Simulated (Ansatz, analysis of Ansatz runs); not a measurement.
# MnRh2O4 (Fd-3m): does an added hole stay on O?

Question: does an added hole stay on the O atom where it is started in MnRh2O4 (Fd-3m), and if so, how high is the barrier for a hop to another O site nearby? Model: a cell of 56 host atoms.

Main program and level: Ansatz 0.2.0; plane-wave PAW DFT, PBEsol+U; relaxation of all atoms of a supercell at fixed charge in a uniform background; PAW set soft_1.

## Step 1: The starting structure

The cell holds 56 atoms: 8 Mn, 16 Rh and 32 O. Cell: a = 8.610 Å, b = 8.610 Å, c = 8.610 Å, α = 90.0°, β = 90.0°, γ = 90.0°. It derives from MnRh2O4 (space group Fd-3m). Nearest the centre at fractional (0.486, 0.264, 0.625): Rh9 at 1.35 Å, O53 at 1.53 Å, O27 at 1.53 Å, O49 at 2.45 Å, O29 at 2.45 Å, Mn7 at 2.52 Å, Mn3 at 2.52 Å, Rh23 at 2.64 Å.

Hubbard terms: Mn d 5.0 eV, O p 5.0 eV. They were chosen, not fitted, to curb self-interaction in the shells named, the trial site's among them. The two sites are O27 and O53. The cell's shortest repeat is 8.6 Å. The host's moments were started antiferromagnetic in the unit cell, high spin.

## Step 2: The cell without the carrier

The neutral cell is relaxed first, from small random displacements, so that bond lengths and moments with the carrier can be set beside those of a relaxed cell without it.

neutral.relax/input.yaml reads:

```yaml
crystal:
  lattice:
    - [8.60977603, 0.0, 0.0]
    - [0.0, 8.60977603, 0.0]
    - [0.0, 0.0, 8.60977603]
  atoms:
    - { symbol: Mn, position: [0.0, 0.0, 0.0], spin: 5.0 }
    - { symbol: Mn, position: [0.0, 0.5, 0.5], spin: 5.0 }
    - { symbol: Mn, position: [0.5, 0.0, 0.5], spin: 5.0 }
    - { symbol: Mn, position: [0.5, 0.5, 0.0], spin: 5.0 }
    - { symbol: Mn, position: [0.25, 0.25, 0.25], spin: -5.0 }
    - { symbol: Mn, position: [0.25, 0.75, 0.75], spin: -5.0 }
    - { symbol: Mn, position: [0.75, 0.25, 0.75], spin: -5.0 }
    - { symbol: Mn, position: [0.75, 0.75, 0.25], spin: -5.0 }
    - { symbol: Rh, position: [0.375, 0.375, 0.625] }
    - { symbol: Rh, position: [0.375, 0.875, 0.125] }
    - { symbol: Rh, position: [0.875, 0.375, 0.125] }
    - { symbol: Rh, position: [0.875, 0.875, 0.625] }
    - { symbol: Rh, position: [0.125, 0.125, 0.625] }
    - { symbol: Rh, position: [0.125, 0.625, 0.125] }
    - { symbol: Rh, position: [0.625, 0.125, 0.125] }
    - { symbol: Rh, position: [0.625, 0.625, 0.625] }
    - { symbol: Rh, position: [0.375, 0.125, 0.875] }
    - { symbol: Rh, position: [0.375, 0.625, 0.375] }
    - { symbol: Rh, position: [0.875, 0.125, 0.375] }
    - { symbol: Rh, position: [0.875, 0.625, 0.875] }
    - { symbol: Rh, position: [0.125, 0.375, 0.875] }
    - { symbol: Rh, position: [0.125, 0.875, 0.375] }
    - { symbol: Rh, position: [0.625, 0.375, 0.375] }
    - { symbol: Rh, position: [0.625, 0.875, 0.875] }
    - { symbol: O, position: [0.111282, 0.388718, 0.111282] }
    - { symbol: O, position: [0.111282, 0.888718, 0.611282] }
    - { symbol: O, position: [0.611282, 0.388718, 0.611282] }
    - { symbol: O, position: [0.611282, 0.888718, 0.111282] }
    - { symbol: O, position: [0.388718, 0.388718, 0.388718] }
    - { symbol: O, position: [0.388718, 0.888718, 0.888718] }
    - { symbol: O, position: [0.888718, 0.388718, 0.888718] }
    - { symbol: O, position: [0.888718, 0.888718, 0.388718] }
    - { symbol: O, position: [0.111282, 0.111282, 0.388718] }
    - { symbol: O, position: [0.111282, 0.611282, 0.888718] }
    - { symbol: O, position: [0.611282, 0.111282, 0.888718] }
    - { symbol: O, position: [0.611282, 0.611282, 0.388718] }
    - { symbol: O, position: [0.138718, 0.138718, 0.861282] }
    - { symbol: O, position: [0.138718, 0.638718, 0.361282] }
    - { symbol: O, position: [0.638718, 0.138718, 0.361282] }
    - { symbol: O, position: [0.638718, 0.638718, 0.861282] }
    - { symbol: O, position: [0.138718, 0.361282, 0.638718] }
    - { symbol: O, position: [0.138718, 0.861282, 0.138718] }
    - { symbol: O, position: [0.638718, 0.361282, 0.138718] }
    - { symbol: O, position: [0.638718, 0.861282, 0.638718] }
    - { symbol: O, position: [0.388718, 0.111282, 0.111282] }
    - { symbol: O, position: [0.388718, 0.611282, 0.611282] }
    - { symbol: O, position: [0.888718, 0.111282, 0.611282] }
    - { symbol: O, position: [0.888718, 0.611282, 0.111282] }
    - { symbol: O, position: [0.361282, 0.361282, 0.861282] }
    - { symbol: O, position: [0.361282, 0.861282, 0.361282] }
    - { symbol: O, position: [0.861282, 0.361282, 0.361282] }
    - { symbol: O, position: [0.861282, 0.861282, 0.861282] }
    - { symbol: O, position: [0.361282, 0.138718, 0.638718] }
    - { symbol: O, position: [0.361282, 0.638718, 0.138718] }
    - { symbol: O, position: [0.861282, 0.138718, 0.138718] }
    - { symbol: O, position: [0.861282, 0.638718, 0.638718] }
basis:
  ecutwfc: 420
  xc_grid: 2
hamiltonian:
  xc: pbesol
  hubbard:
    sites: [{ species: Mn, l: d, u_eff: 5.0 }, { species: O, l: p, u_eff: 5.0 }]
    projectors: ortho-atomic
  pseudopotentials: { kind: paw, azcp: { folder: soft_1 }, xc_functional: pbe }
kpoints:
  mp_grid: { grid: [1, 1, 1] }
magnetization:
  spin_polarized: true
  initial_magnetization: 0
  spin_locking: { lock_magnetization: hard }
scf:
  occupations: { method: fermi_dirac, width: 0.01 }
  max_iter: 120
  lower_state_search: "off"
output:
  forces: true
relax:
  f_tol: 0.02
  max_steps: 70
  random_displacement: { amplitude: 0.04, seed: 937 }
checkpoint:
  write: "../neutral.relax.run"
  compress: false
  write_wavefunctions: true
  write_every: 100000
```

Launch:

```
> ansatz run input.yaml --threads 4 --pin off --max-ram 17899MiB --backend cpu --events-out ev --progress --plain --runs-dir out
```

Numbers of over 12 decimals in the logs are rounded to 6 here.

What it wrote:

```text
[... repeated set-up lines and file paths are left out, and long positions are rounded to six places ...]
Engine: ansatz 0.2.0, x86_64-unknown-linux-gnu
Pseudopotentials: kind: paw
Pseudopotential: Mn, paw, valence charge 15, recommended cutoff 420 eV (normal), soft_1/Mn.paw.azcp
Pseudopotential: Rh, paw, valence charge 17, recommended cutoff 420 eV (normal), soft_1/Rh.paw.azcp
Pseudopotential: O, paw, valence charge 6, recommended cutoff 420 eV (normal), soft_1/O.paw.azcp
Functional definition: PBEsol
  exchange = pbesol_x
  correlation = pbesol_c
Crystal: 56 atoms, lattice volume = 638.228 Å³
Basis set: ecut = 420 eV, 12533 PW (Γ), exchange–correlation on 120×120×120 points (8 copies of the dense FFT grid, shifted against one another)
Bands: 351, of which v1, the nominal top of the filled ones, is band 292 counted from 1 (291 counted from 0)
Symmetry: 1 space group operations
k-points: 1
Non-local potential: Mn, projectors of the file, l = 0: 3, l = 1: 2, l = 2: 3, l = 3: 1
Non-local potential: Rh, projectors of the file, l = 0: 3, l = 1: 2, l = 2: 2, l = 3: 1
Non-local potential: O, projectors of the file, l = 0: 2, l = 1: 2, l = 2: 1
PAW form: soft (Blöchl's): semilocal exchange-correlation on the pseudo side does not see the compensation charge
PAW frozen core: Mn, regenerated for the run's functional, and the local potential with it (the file was generated under x = pbe(κ = 0.804, μ = 0.219515), c = pbe(β = 0.066725))
PAW frozen core: Rh, regenerated for the run's functional, and the local potential with it (the file was generated under x = pbe(κ = 0.804, μ = 0.219515), c = pbe(β = 0.066725))
[...]
[... 1 atom left out ...]
  atom  29  O     -0.00191391    -0.00346760     0.00021203
  [... 5 atoms left out ...]
  atom  35  O      0.00176376    -0.00070261     0.00326555
  [... 13 atoms left out ...]
  atom  49  O      0.00302176     0.00021073     0.00501053
  [... 3 atoms left out ...]
  atom  53  O      0.00631573     0.00069985    -0.00449308
  [... 3 atoms left out ...]
  max |Σ_I F_I| component: 2.32e-4 eV/Å
--- Band table (eV) ---
  k-point 0 ↑: bands = ["-68.8915", "-68.8900", "-68.8900", "-68.8868", [... 343 left out ...] "18.0220", "18.3270", "18.3275", "18.3283"]
  k-point 0 ↓: bands = ["-68.8901", "-68.8896", "-68.8892", "-68.8884", [... 343 left out ...] "18.0214", "18.3265", "18.3269", "18.3288"]
Occupation matrices written to <dir>
--- Relaxed structure (4 steps of the walk, 4 accepted, 0 SCFs on fresh bases) ---
  F+E_penalty+E_count = -150212.39583130 eV   max|allowed force component| = 1.443e-2 eV/Å
  atoms:
    - { symbol: Mn, position: [0.000249, -0.000101, -9.147540672524177e-5] }
    - { symbol: Mn, position: [0.000225, 0.499909, 0.499901] }
    - { symbol: Mn, position: [0.500199, -0.000178, 0.499816] }
[...]
- { symbol: Mn, position: [0.750014, 0.249977, 0.749941] }
    [... 1 atom left out ...]
    - { symbol: Rh, position: [0.375209, 0.374944, 0.624949] }
[...]
- { symbol: Rh, position: [0.375212, 0.124917, 0.874942] }
[...]
- { symbol: Rh, position: [0.625242, 0.374985, 0.374961] }
[...]
- { symbol: O, position: [0.610585, 0.389578, 0.610352] }
    [... 1 atom left out ...]
    - { symbol: O, position: [0.389862, 0.389610, 0.389559] }
    [... 5 atoms left out ...]
    - { symbol: O, position: [0.610551, 0.110302, 0.889546] }
    [... 13 atoms left out ...]
    - { symbol: O, position: [0.360585, 0.360304, 0.860282] }
    [... 3 atoms left out ...]
    - { symbol: O, position: [0.360558, 0.139525, 0.639587] }
    [... 3 atoms left out ...]
[key lines of the parts left out:]
SCF converged after 4 iterations
Magnetization: 0.0000 μB (292.0000 up, 292.0000 down)
Free energy (F): -150212.395831 eV
Fermi energy:    12.766200 (↑ 12.766124, ↓ 12.766278) eV
```

Elapsed: 30 s, on 4 threads of Intel Xeon Platinum 8375C at 2.90GHz (Ice Lake), shared host; peak memory 1.7 GiB; 1.9 min of CPU time.

The largest displacement from an ideal site is 0.014 Å.

(Part 1 of 2 ends here.)

[Logs are printed without paths, hosts, clocks, repeated set-up lines and the standing remarks that a program may print on its own settings, such as how far it seeks lower states.]

[Hosts, paths, dates, database ids (printed as entryN), source tags and the programs' standing remarks are cut or masked in the printed files.]
